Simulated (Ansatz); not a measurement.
# CsBe2GaTe3F2: complex band structure

A new crystal, CsBe2GaTe3F2: structure, gap and complex bands. It is built by putting Te for O, Ga for B in the CsBe2BO3F2 structure of space group R32, with the volume rescaled by atomic radii. The parent structure comes from the Materials Project.

Main program and level: Ansatz 0.2.0; r2SCAN DFT, plane waves, PAW files, in the first sound run; inputs show where later runs differ.

The structure was built from a prototype and need not be the compound's stable phase.

## 1. Starting point

It takes space group R32 (No. 155, trigonal). The conventional cell has a = 5.171 Å, b = 5.171 Å, c = 25.511 Å, α = 90.00°, β = 90.00°, γ = 120.00°. Cs has 6 F at 3.49 Å and 6 Te at 4.61 Å and 6 Be at 4.68 Å nearest. Nearest to Be lie 1 F at 1.80 Å and 3 Te at 1.90 Å. Ga has 3 Te at 1.60 Å nearest. Nearest to Te lie 4 Ga at 1.60 to 4.59 Å and 6 Be at 1.90 to 4.49 Å and 6 Te at 2.76 to 3.10 Å and 2 Cs at 4.61 Å. Nearest to F lie 1 Be at 1.80 Å and 3 Cs at 3.49 Å. It derives from CsBe2BO3F2. Te for O, Ga for B in the CsBe2BO3F2 structure of space group R32. Farther neighbours and most contacts between anions are not listed.

## 2. Relaxing the new crystal

The substituted atoms don't fit the parent's cell, so cell and atoms relax together. A small smearing keeps the run stable in case the gap closes on the way.

Contents of input.yaml:

```yaml
crystal:
  lattice:
    - [2.5853366304, 1.4926447995, 8.5035439248]
    - [-2.5853366304, 1.4926447995, 8.5035439248]
    - [0.0, -2.985289599, 8.5035439248]
  atoms:
    - { symbol: Cs, position: [0.0, 0.0, 0.0] }
    - { symbol: Be, position: [0.808063, 0.808063, 0.808063] }
    - { symbol: Be, position: [0.191937, 0.191937, 0.191937] }
    - { symbol: Ga, position: [0.5, 0.5, 0.5] }
    - { symbol: Te, position: [0.19134, 0.80866, 0.5] }
    - { symbol: Te, position: [0.5, 0.19134, 0.80866] }
    - { symbol: Te, position: [0.80866, 0.5, 0.19134] }
    - { symbol: F, position: [0.737619, 0.737619, 0.737619] }
    - { symbol: F, position: [0.262381, 0.262381, 0.262381] }
kpoints:
  mp_grid: { grid: [6, 6, 6] }
scf:
  occupations: { method: gaussian, width: 0.03 }
hamiltonian:
  xc: r2scan
output:
  forces: true
  stress: true
relax:
  f_tol: 0.02
  max_steps: 60
  cell: {}
```

Started as:

```
> ansatz run input.yaml --threads 2 --pin off --max-ram 4096MiB --backend cpu --events-out ev --progress --plain --runs-dir out
```

Numbers of over 12 decimals in the logs are rounded to 6 here.

Output:

```text
basis.fft_grid_basis auto: the FFT boxes are laid along the combinations [[1, 0, -1], [0, 1, -1], [0, 0, 1]] of the cell's own vectors, 5.171, 5.171 and 9.012 Å long. The dense box has 40×40×72 points. Along the cell's own vectors, as sized, it would have 72×72×72, 3.24 times as many. Of the 6 symmetry operations that the crystal satisfies within crystal.symmetry.tolerance (time reversal apart; of a slab, those that  [...]
Engine: ansatz 0.2.0, x86_64-unknown-linux-gnu
Pseudopotentials: kind: paw
Pseudopotential: Cs, paw, valence charge 9, recommended cutoff 500 eV (meta_gga), Cs.paw.azcp
Pseudopotential: Be, paw, valence charge 2, recommended cutoff 500 eV (meta_gga), Be.paw.azcp
Pseudopotential: Ga, paw, valence charge 13, recommended cutoff 500 eV (meta_gga), Ga.paw.azcp
Pseudopotential: Te, paw, valence charge 16, recommended cutoff 500 eV (meta_gga), Te.paw.azcp
Pseudopotential: F, paw, valence charge 7, recommended cutoff 500 eV (meta_gga), F.paw.azcp
Functional definition: r2SCAN
  parameter k0 = 0.174
  parameter k1 = 0.065
  parameter a1 = 4.9479
  exchange = r2scan_x(k0 = k0, k1 = k1, a1 = a1)
  correlation = r2scan_c
Crystal: 9 atoms, lattice volume = 196.891 Å³
Basis set: ecut = 500 eV, 4987 PW (Γ), FFT grids on a1−a3, a2−a3, a3, exchange–correlation on 160×160×288 points (64 copies of the dense FFT grid, shifted against one another)
Bands: 53, of which v1, the nominal top of the filled ones, is band 44 counted from 1 (43 counted from 0)
Symmetry: 6 space group operations
Space group: R32 (ITA 155), of the structure as read, at distance tolerance 5.8e-5 Å
k-points: 32 of 216 (time reversal used)
Non-local potential: Cs, projectors of the file, l = 0: 3, l = 1: 2, l = 2: 2, l = 3: 2
Non-local potential: Be, projectors of the file, l = 0: 2, l = 1: 2, l = 2: 1
Non-local potential: Ga, projectors of the file, l = 0: 2, l = 1: 2, l = 2: 3, l = 3: 1
Non-local potential: Te, projectors of the file, l = 0: 2, l = 1: 2, l = 2: 2, l = 3: 2
Non-local potential: F, projectors of the file, l = 0: 2, l = 1: 2, l = 2: 1
PAW form: soft (Blöchl's): semilocal exchange-correlation on the pseudo side does not see the compensation charge
PAW frozen core: Cs, regenerated for the run's functional (the file was generated under x = pbe(κ = 0.804, μ = 0.219515), c = pbe(β = 0.066725))
PAW frozen core: Be, regenerated for the run's functional (the file was generated under x = pbe(κ = 0.804, μ = 0.219515), c = pbe(β = 0.066725))
PAW frozen core: Ga, regenerated for the run's functional (the file was generated under x = pbe(κ = 0.804, μ = 0.219515), c = pbe(β = 0.066725))
PAW frozen core: Te, regenerated for the run's functional (the file was generated under x = pbe(κ = 0.804, μ = 0.219515), c = pbe(β = 0.066725))
PAW frozen core: F, regenerated for the run's functional (the file was generated under x = pbe(κ = 0.804, μ = 0.219515), c = pbe(β = 0.066725))
PAW one-centre angular grid: Cs, 302 points (default); XC on 160 Gauss nodes
PAW one-centre angular grid: Be, 302 points (default); XC on 255 of its mesh's 2635 points in the sphere
PAW one-centre angular grid: Ga, 590 points (default); XC on 160 Gauss nodes
PAW one-centre angular grid: Te, 590 points (default); XC on 160 Gauss nodes
PAW one-centre angular grid: F, 302 points (default); XC on 160 Gauss nodes
Initial density: superposition of atomic densities (neutral atoms: chi_scale 0, normalization atom), corrected by the library's trained network
Initial wavefunctions: pseudopotential atomic-orbital guess
Functional: x = r2scan, c = r2scan; τ floored in thin density (d = 2e-4 eV/Å³)
SCF iter   1: F=—  HF=-32208.690312 eV  |F-HF|=—  |Δ(HF+E_count)|=         —  Δρ=1.94e-2  dr2=6.50e-1  dr2_τ=5.46e-1  ethr=1.77e-3  ⟨swp⟩=9.9  Hψ=8845  notcnv=0  defer=13
preconditioner: auto → LDOS  [insulator: Δε(μ)=0.053 eV  Ē_g=11.036 eV  σ=0.030 eV  W_gap=0.58  n_scr=36 (ndim 8)  ℏωp=16.7 eV  f_vac=0.277  D(μ)=1.42/eV (n_scr^D=2)  ε∞_Penn≈3.3  β→1.0]
SCF iter   2: F=—  HF=-32209.454563 eV  |F-HF|=—  |Δ(HF+E_count)|=   7.64e-1  Δρ=2.17e-2  dr2=6.44e-1  dr2_τ=3.78e-2  ethr=7.39e-4  ⟨swp⟩=4.0  Hψ=5511  notcnv=0  defer=117
SCF iter   3: F=—  HF=-32209.020845 eV  |F-HF|=—  |Δ(HF+E_count)|=   4.34e-1  Δρ=2.35e-3  dr2=1.04e-2  dr2_τ=4.92e-4  ethr=7.31e-4  ⟨swp⟩=3.0  Hψ=3213  notcnv=0  defer=115
SCF iter   4: F=—  HF=-32209.027782 eV  |F-HF|=—  |Δ(HF+E_count)|=   6.94e-3  Δρ=1.34e-3  dr2=5.44e-3  dr2_τ=2.25e-4  ethr=1.18e-5  ⟨swp⟩=3.1  Hψ=3548  notcnv=0  defer=83
automatic band count: iteration 4 solves 52 bands in place of 53: the levels show a gap, and the empty bands left out lie too high to hold charge; the band table lists the bands solved (type scf.n_extra_bands for more)
SCF iter   5: F=—  HF=-32209.026333 eV  |F-HF|=—  |Δ(HF+E_count)|=   1.45e-3  Δρ=3.17e-4  dr2=3.29e-4  dr2_τ=1.49e-5  ethr=6.18e-6  ⟨swp⟩=6.0  Hψ=5068  notcnv=0  defer=111
automatic band count: iteration 5 solves 53 bands in place of 52: the levels no longer show a gap clear of their residuals, so the SCF keeps every band
SCF iter   6: F=—  HF=-32209.026391 eV  |F-HF|=—  |Δ(HF+E_count)|=   5.83e-5  Δρ=1.10e-4  dr2=5.77e-5  dr2_τ=1.12e-6  ethr=3.74e-7  ⟨swp⟩=2.1  Hψ=3493  notcnv=0  defer=112
SCF iter   7: F=—  HF=-32209.026504 eV  |F-HF|=—  |Δ(HF+E_count)|=   1.13e-4  Δρ=5.47e-5  dr2=1.31e-5  dr2_τ=2.76e-7  ethr=6.56e-8  ⟨swp⟩=2.6  Hψ=2662  notcnv=0  defer=112
SCF iter   8: F=—  HF=-32209.026508 eV  |F-HF|=—  |Δ(HF+E_count)|=   3.44e-6  Δρ=4.11e-5  dr2=3.29e-6  dr2_τ=1.63e-7  ethr=1.49e-8  ⟨swp⟩=2.1  Hψ=2515  notcnv=0  defer=112
SCF iter   9: F=—  HF=-32209.026507 eV  |F-HF|=—  |Δ(HF+E_count)|=   4.58e-7  Δρ=1.13e-5  dr2=3.30e-7  dr2_τ=1.26e-8  ethr=3.74e-9  ⟨swp⟩=2.1  Hψ=2513  notcnv=0  defer=112
SCF iter  10: F=-32209.026508 eV  HF=-32209.026507 eV  |F-HF|=3.08e-8  |Δ(HF+E_count)|=   2.16e-7  Δρ=2.83e-6  dr2=3.13e-8  dr2_τ=4.35e-10  ethr=1.14e-10  ⟨swp⟩=5.1  Hψ=6179  notcnv=0
SCF 1 converged in 10 iterations: F = -32209.026508 eV  dr2 = 3.13e-8
  greatest PAW one-centre occupation: 1.004 electrons in one spin orbital (limit 2), on the Te atom at site 5 (counted from 0), in its partial waves of l = 2
relax step   1: F+E_penalty+E_count = -32209.02650753 eV  Δ(F+E_penalty+E_count) = +0.000e0 eV  max|allowed force component| = 6.039e1 eV/Å  Δτ_max = 0.0000 Å  P = +120.479 GPa  Ω = 196.891 Å³  (10 SCF iters, dr2 threshold 1.00e-7 eV, accepted)
Crystal: 9 atoms, lattice volume = 208.145 Å³
Basis set: ecut = 500 eV, 5347 PW (Γ), FFT grids on a1−a3, a2−a3, a3, exchange–correlation on 160×160×288 points (64 copies of the dense FFT grid, shifted against one another)
[...]
relax step  14: F+E_penalty+E_count = -32272.84066283 eV  Δ(F+E_penalty+E_count) = +2.718e-4 eV  max|allowed force component| = 2.775e-2 eV/Å  Δτ_max = 0.0076 Å  P = -0.065 GPa  Ω = 261.455 Å³  energy of the carried Pulay correction = -4.999e-2 eV  (6 SCF iters, dr2 threshold 7.06e-7 eV, accepted)
relax step  15: F+E_penalty+E_count = -32272.84121448 eV  Δ(F+E_penalty+E_count) = -5.517e-4 eV  max|allowed force component| = 1.250e-3 eV/Å  Δτ_max = 0.0017 Å  P = +0.007 GPa  Ω = 260.839 Å³  energy of the carried Pulay correction = -4.959e-2 eV  (6 SCF iters, dr2 threshold 4.81e-8 eV, accepted)
relax step  16: F+E_penalty+E_count = -32273.40069681 eV  Δ(F+E_penalty+E_count) = -5.595e-1 eV  max|allowed force component| = 9.274e-3 eV/Å  Δτ_max = 0.0000 Å  P = +2.512 GPa  Ω = 260.839 Å³  stress off target by 3.70e0 GPa  SCF on the basis re-selected at this cell (its energy is not comparable with the rows above)  (9 SCF iters)
relax step  17: F+E_penalty+E_count = -32273.61824130 eV  Δ(F+E_penalty+E_count) = -2.175e-1 eV  max|allowed force component| = 9.355e-2 eV/Å  Δτ_max = 0.0737 Å  P = +1.129 GPa  Ω = 272.772 Å³  energy of the carried Pulay correction = -1.900e-3 eV  (8 SCF iters, dr2 threshold 9.00e-7 eV, accepted)
relax step  18: F+E_penalty+E_count = -32273.66994721 eV  Δ(F+E_penalty+E_count) = -5.171e-2 eV  max|allowed force component| = 1.078e-1 eV/Å  Δτ_max = 0.0480 Å  P = +0.093 GPa  Ω = 281.228 Å³  energy of the carried Pulay correction = -3.165e-3 eV  (8 SCF iters, dr2 threshold 9.00e-7 eV, accepted)
relax step  19: F+E_penalty+E_count = -32273.67260178 eV  Δ(F+E_penalty+E_count) = -2.655e-3 eV  max|allowed force component| = 2.101e-2 eV/Å  Δτ_max = 0.0115 Å  P = -0.014 GPa  Ω = 282.048 Å³  energy of the carried Pulay correction = -3.314e-3 eV  (5 SCF iters, dr2 threshold 7.26e-7 eV, accepted)
relax step  20: F+E_penalty+E_count = -32273.67266710 eV  Δ(F+E_penalty+E_count) = -6.532e-5 eV  max|allowed force component| = 1.681e-3 eV/Å  Δτ_max = 0.0011 Å  P = +0.000 GPa  Ω = 282.072 Å³  energy of the carried Pulay correction = -3.320e-3 eV  (5 SCF iters, dr2 threshold 2.76e-8 eV, accepted)
Basis set: ecut = 500 eV, 7067 PW (Γ), FFT grids on a1−a3, a2−a3, a3, exchange–correlation on 216×216×240 points (64 copies of the dense FFT grid, shifted against one another)
iter 1 solved again at ethr=2.50e-6 eV; its pass at ethr=3.10e-3 eV (dr2=2.20e-3 eV) is discarded
SCF iter   1: F=—  HF=-32273.672576 eV  |F-HF|=—  |Δ(HF+E_count)|=         —  Δρ=1.84e-4  dr2=6.40e-6  dr2_τ=1.36e-5  ethr=2.50e-6  ⟨swp⟩=3.4  Hψ=12060  notcnv=0
eigensolver tolerance schedule: the retry pair's looser diagonalisation over-reported the residual by 342.96 of it (diagonalisation noise at 0.38 of the residual, at the tolerance the schedule requests for it); recorded, not acted on — ethr = c·dr2/N_el stays at c = 1.0e-1
preconditioner: auto → Resta (q_TF=auto, 2.247 Å⁻¹)  ε∞=2.8  [insulator: Δε(μ)=1.996 eV  Ē_g=11.733 eV  σ=0.030 eV  W_gap=1.00  n_scr=58 (ndim 8)  ℏωp=15.9 eV  f_vac=0.221  D(μ)=0.00/eV (n_scr^D=0)  ε∞_Penn≈2.8]
SCF iter   2: F=—  HF=-32273.675667 eV  |F-HF|=—  |Δ(HF+E_count)|=   3.09e-3  Δρ=9.68e-5  dr2=2.65e-6  dr2_τ=1.05e-5  ethr=7.27e-9  ⟨swp⟩=3.1  Hψ=3219  notcnv=0
SCF iter   3: F=—  HF=-32273.675790 eV  |F-HF|=—  |Δ(HF+E_count)|=   1.23e-4  Δρ=1.70e-5  dr2=2.68e-7  dr2_τ=3.24e-7  ethr=3.02e-9  ⟨swp⟩=2.0  Hψ=2683  notcnv=0
SCF iter   4: F=—  HF=-32273.675792 eV  |F-HF|=—  |Δ(HF+E_count)|=   2.18e-6  Δρ=3.44e-6  dr2=2.80e-8  dr2_τ=1.92e-9  ethr=3.05e-10  ⟨swp⟩=2.0  Hψ=2624  notcnv=0
SCF iter   5: F=—  HF=-32273.675792 eV  |F-HF|=—  |Δ(HF+E_count)|=   3.04e-8  Δρ=7.91e-7  dr2=1.89e-9  dr2_τ=1.14e-10  ethr=3.18e-11  ⟨swp⟩=3.0  Hψ=3952  notcnv=0
SCF iter   6: F=—  HF=-32273.675792 eV  |F-HF|=—  |Δ(HF+E_count)|=   1.05e-9  Δρ=3.05e-7  dr2=3.10e-10  dr2_τ=1.37e-11  ethr=2.15e-12  ⟨swp⟩=2.9  Hψ=3070  notcnv=0
SCF iter   7: F=-32273.675792 eV  HF=-32273.675792 eV  |F-HF|=8.37e-11  |Δ(HF+E_count)|=  5.02e-10  Δρ=9.99e-8  dr2=4.47e-11  dr2_τ=6.31e-12  ethr=1.00e-12  ⟨swp⟩=5.0  Hψ=6099  notcnv=0
SCF 21 converged in 7 iterations: F = -32273.675792 eV  dr2 = 4.47e-11
relax step  21: F+E_penalty+E_count = -32273.67579186 eV  Δ(F+E_penalty+E_count) = -3.125e-3 eV  max|allowed force component| = 2.305e-3 eV/Å  Δτ_max = 0.0000 Å  P = -0.001 GPa  Ω = 282.072 Å³  stress off target by 1.97e-3 GPa  SCF on the basis re-selected at this cell (its energy is not comparable with the rows above)  (7 SCF iters)
basis re-selected at this cell: Δ(F+E_penalty+E_count) = -3.125e-3 eV, ΔP = -0.001 GPa vs the last step (what re-selecting the basis moved, of the pressure what is left beyond the Pulay correction that the steps carried, after the strain that the cell walked since its last selection, with what the two solves' SCF thresholds leave and, on support functions, any second-order correction that the steps lacked; it is no measure of the basis error at this ecutwfc). The dense FFT grid was sized anew with the basis: this SCF ran on 54×54×60 points, the steps before it on 50×50×60, so part of this shift can come from that change (see relax.cell in the input reference). [rest of the remark cut]
SCF converged after 7 iterations
Free energy (F): -32273.675792 eV
Harris-Foulkes:  -32273.675792 eV  (|F-HF|=8.37e-11)
Internal energy: -32273.675792 eV  (E = F + TS)
E sigma→0 (E₀):  -32273.675792 eV
Fermi energy:    4.357268 eV
--- Per-component energies (eV) ---
  E_band       = -1314.216467
  E_kinetic    = 1252.325633
  E_local      = -10126.766867  (includes V_loc(G=0)·N_el)
  E_nonlocal   = -319.721288
  E_hartree    = 5200.082358
  E_xc         = -764.606611
  E_vxc        = -807.695218  (∫ρ·V_xc dr)
  E_paw        = -21685.878485  (= ΣΔE_a)
  E_vpaw       = -1763.173842  (= ΣTr[D̂ρ^β])
  E_aug_tail   = 0.001967  (compensation charges beyond the density's cutoff)
  E_vtau       = 50.648112  (kinetic-family band-sum trace: ∫τ·v_τ [+ j·A + Jᵃ·Aᵃ] dr)
  E_ewald      = -5829.277039
  E_core_change = 0.164539  (= ΣΔE_core)
  E_smearing   = -0.000000  (= −TS)
  E_closure    = 0.000000  (closes the sum)
  Σ components = -32273.675792   (vs F -32273.675792, Δ=0.00e0)
--- Forces (eV/Å), atoms counted from 1 ---
  atom   1  Cs    -0.00000000    -0.00000000    -0.00000000
  atom   2  Be    -0.00000000     0.00000000    -0.00230460
  atom   3  Be    -0.00000000     0.00000000     0.00230460
  atom   4  Ga    -0.00000000     0.00000000    -0.00000000
  atom   5  Te     0.00105578    -0.00000000     0.00000000
  atom   6  Te    -0.00052789     0.00091433     0.00000000
  atom   7  Te    -0.00052789    -0.00091433     0.00000000
  atom   8  F     -0.00000000     0.00000000     0.00125353
  atom   9  F     -0.00000000    -0.00000000    -0.00125353
  max |Σ_I F_I| component: 7.05e-17 eV/Å
--- Stress (GPa, compression-positive) ---
       -0.001968      -0.000000       0.000000
       -0.000000      -0.001968       0.000000
        0.000000       0.000000      -0.000016
  P = ⅓ Tr σ = -0.0013 GPa (-0.013 kbar)
--- Relaxed structure (19 steps of the walk, 19 accepted, 2 SCFs on fresh bases) ---
  F+E_penalty+E_count = -32273.67579186 eV   max|allowed force component| = 2.305e-3 eV/Å   (the final SCF, on the basis selected at the relaxed cell)
  cell:  # Å, volume = 282.0723 Å³
    - [3.537565, 2.042414, 6.506701]
    - [-3.537565, 2.042414, 6.506701]
    - [0, -4.084829, 6.506701]
  atoms:
    - { symbol: Cs, position: [-2.1540300468890343e-19, -1.6676820262748963e-19, -5.280373964038496e-19] }
    - { symbol: Be, position: [0.777672, 0.777672, 0.777672] }
    - { symbol: Be, position: [0.222328, 0.222328, 0.222328] }
    - { symbol: Ga, position: [0.500000, 0.500000, 0.500000] }
    - { symbol: Te, position: [0.144196, 0.855804, 0.500000] }
    - { symbol: Te, position: [0.5, 0.144196, 0.855804] }
    - { symbol: Te, position: [0.855804, 0.500000, 0.144196] }
    - { symbol: F, position: [0.704530, 0.704530, 0.704530] }
    - { symbol: F, position: [0.295470, 0.295470, 0.295470] }
```

It took 5.1 min on 2 threads of AMD EPYC 9R45, shared host; peak memory 1.5 GiB; 10 min of CPU time.

Step by step:

| step | energy less that of the first step (eV) | largest force component (eV/Å) | pressure (GPa) | volume (Å³) |
| --- | --- | --- | --- | --- |
| 1 | 0.0000 | 60.3892 | 120.48 | 196.89 |
| 2 | -31.5479 | 17.6366 | 71.82 | 208.14 |
| 3 | -45.4666 | 8.8920 | 43.68 | 228.98 |
| 4 | -55.1313 | 4.0257 | 25.06 | 251.03 |
| 5 | -59.9342 | 1.6941 | 13.25 | 276.35 |
| 6 | -62.1204 | 1.3209 | 5.99 | 300.00 |
| 7 | -63.0740 | 1.3596 | 2.33 | 317.08 |
| 8 | -63.3855 | 0.8287 | -1.09 | 319.31 |
| 9 | -63.5870 | 0.1875 | -0.90 | 302.74 |
| 10 | -63.7103 | 0.4247 | -0.11 | 285.19 |
| 11 | -63.7854 | 0.5583 | 0.51 | 267.85 |
| 12 | -63.8097 | 0.1699 | 0.37 | 262.14 |
| 13 | -63.8144 | 0.1063 | 0.03 | 260.32 |
| 14 | -63.8142 | 0.0277 | -0.06 | 261.45 |
| 15 | -63.8147 | 0.0013 | 0.01 | 260.84 |
| 16* | -64.3742 | 0.0093 | 2.51 | 260.84 |
| 17 | -64.5917 | 0.0935 | 1.13 | 272.77 |
| 18 | -64.6434 | 0.1078 | 0.09 | 281.23 |
| 19 | -64.6461 | 0.0210 | -0.01 | 282.05 |
| 20 | -64.6462 | 0.0017 | 0.00 | 282.07 |
| 21* | -64.6493 | 0.0023 | 0.00 | 282.07 |

Relaxation steps marked * repeat the geometry before them on a plane-wave basis chosen anew for their cell, so energy and pressure can jump there.

Forces are held to the 6 operations that the run works with; a distortion that breaks them can't arise in this run.

| cell as run | before | after | change |
| --- | --- | --- | --- |
| a (Å) | 9.012 | 7.683 | -14.8 % |
| b (Å) | 9.012 | 7.683 | -14.8 % |
| c (Å) | 9.012 | 7.683 | -14.8 % |
| α (°) | 33.34 | 54.83 | +64.5 % |
| β (°) | 33.34 | 54.83 | +64.5 % |
| γ (°) | 33.34 | 54.83 | +64.5 % |
| volume (Å³/atom) | 21.88 | 31.34 | +43.3 % |

The atoms that moved most (Å, as changes of fractional coordinates times the final cell):

| atom | dx | dy | dz | length |
| --- | --- | --- | --- | --- |
| F9 | 0.000 | 0.000 | 0.646 | 0.646 |
| F8 | 0.000 | 0.000 | -0.646 | 0.646 |
| Be2 | 0.000 | 0.000 | -0.593 | 0.593 |
| Be3 | 0.000 | 0.000 | 0.593 | 0.593 |
| Te7 | 0.167 | 0.289 | 0.000 | 0.334 |
| Te6 | 0.167 | -0.289 | 0.000 | 0.334 |
| Te5 | -0.334 | 0.000 | 0.000 | 0.334 |

The relaxed structure:

```cif
data_structure
_symmetry_space_group_name_H-M 'P 1'
_symmetry_Int_Tables_number 1
_cell_length_a 7.6826
_cell_length_b 7.6826
_cell_length_c 7.6826
_cell_angle_alpha 54.834
_cell_angle_beta 54.834
_cell_angle_gamma 54.834
_cell_volume 282.07
loop_
_atom_site_label
_atom_site_type_symbol
_atom_site_fract_x
_atom_site_fract_y
_atom_site_fract_z
_atom_site_occupancy
Cs1 Cs 0.00000 0.00000 0.00000 1
Be2 Be 0.77767 0.77767 0.77767 1
Be3 Be 0.22233 0.22233 0.22233 1
Ga4 Ga 0.50000 0.50000 0.50000 1
Te5 Te 0.14420 0.85580 0.50000 1
Te6 Te 0.50000 0.14420 0.85580 1
Te7 Te 0.85580 0.50000 0.14420 1
F8 F 0.70453 0.70453 0.70453 1
F9 F 0.29547 0.29547 0.29547 1
```

This step gave:

- free energy: -32273.6758 eV
- Fermi energy: 4.357 eV
- pressure: -0.001318 GPa

The largest force component on a free atom ends at 0.0023 eV/Å.

[end of part 1 of 3]

[Logs are printed without paths, hosts, clocks, repeated set-up lines and the standing remarks that a program may print on its own settings, such as how far it seeks lower states.]

[Hosts, paths, dates, database ids (printed as entryN), source tags and the programs' standing remarks are cut or masked in the printed files.]

[New means built here by substitution; the compound itself may be known and measured.]
